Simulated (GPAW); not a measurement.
Consider Na2MoO4 (Fd-3m).

```xyz
14
Lattice="0.0000 4.5544 4.5544 4.5544 0.0000 4.5544 4.5544 4.5544 0.0000" Properties=species:S:1:pos:R:3 pbc="T T T"
Mo    6.8317    6.8317    6.8317
Mo    4.5544    4.5544    4.5544
Na    3.4158    1.1386    3.4158
Na    3.4158    3.4158    1.1386
Na    1.1386    3.4158    3.4158
Na    1.1386    1.1386    1.1386
O     5.8088    5.8088    7.8545
O     5.5773    3.5316    5.5773
O     7.8545    7.8545    7.8545
O     3.5316    5.5773    5.5773
O     5.8088    7.8545    5.8088
O     5.5773    5.5773    3.5316
O     7.8545    5.8088    5.8088
O     3.5316    3.5316    3.5316
```

Absorber: atom 3, with 6 O at 2.40 Å (octahedral, site symmetry -3m). Method: GPAW, LDA, full core hole (charged cell), 14-atom cell with 6.4 Å between holes, 4×4×4 k points, dipole transitions, Gaussian full width 0.9 eV up to 4 eV, rising linearly to 3.5 eV at 25 eV.

Question: Where do the maxima of the Na K edge fall?

Main maxima up to 24 eV above the zero (height): 1.7 eV (0.68), 5.4 eV (1.90), 7.7 eV (1.68), 12.5 eV (2.02) and 20.8 eV (0.67). A K edge sees empty p states on the absorber. The total-energy difference plus the lowest empty eigenvalue puts the zero at 1076.35 eV. One term is added: -11.92 eV, since the hole is spin-paired here and a spin-polarised one costs that much less in the free atom (computed apart). The photon energy is then 1064.42 eV. The tabulated edge of the element is 1070.8 eV. The functional and the charged cell's background leave an error in such absolute values: in the free atom LDA prices this hole 5.9 eV below PBE (computed apart), and PBE is itself good to a few eV.

The Na K spectrum (energy from the lowest empty level; intensity scaled to a mean of 1 over the first 20 eV):

```csv
E (eV),intensity
-2.0,0.00
-1.5,0.00
-1.0,0.00
-0.5,0.04
0.0,0.20
0.5,0.26
1.0,0.34
1.5,0.65
2.0,0.60
2.5,0.39
3.0,0.28
3.5,0.53
4.0,1.12
4.5,1.45
5.0,1.74
5.5,1.89
6.0,1.73
6.5,1.65
7.0,1.61
7.5,1.67
8.0,1.61
8.5,1.28
9.0,0.99
9.5,0.89
10.0,0.89
10.5,1.00
11.0,1.27
11.5,1.62
12.0,1.91
12.5,2.02
13.0,1.89
13.5,1.53
14.0,1.11
14.5,0.78
15.0,0.58
15.5,0.49
16.0,0.45
16.5,0.44
17.0,0.42
17.5,0.42
18.0,0.42
18.5,0.45
19.0,0.50
19.5,0.56
20.0,0.62
20.5,0.66
21.0,0.67
21.5,0.64
22.0,0.57
22.5,0.50
23.0,0.43
23.5,0.38
24.0,0.34
24.5,0.32
25.0,0.30
25.5,0.29
26.0,0.29
26.5,0.29
27.0,0.29
27.5,0.30
28.0,0.31
28.5,0.32
29.0,0.34
29.5,0.36
30.0,0.38
30.5,0.40
31.0,0.43
31.5,0.45
32.0,0.47
```

The holes are only 6.4 Å apart, so the shape is probably not converged with cell size; no larger cell was run here. The mesh is coarse (0.30 Å⁻¹ between points), so small maxima may be mesh ripples. The structure is a published determination, not relaxed.

[Banner, clock and machine lines of the logs are left out without a mark of their own.]

[Logs are printed without paths, hosts, clocks, repeated set-up lines and the standing remarks that a program may print on its own settings, such as how far it seeks lower states.]

[Hosts, paths, dates, database ids (printed as entryN), source tags and the programs' standing remarks are cut or masked in the printed files.]

[Lists of maxima count a maximum above −3 eV only where it reaches 4 % of the highest in the window and stands out from its surroundings by 2 % of it (1.5 % where it reaches 55 %); shoulders and weaker maxima are passed over, and of the rest the first, up to two pre-edge ones and the few strongest are named.]
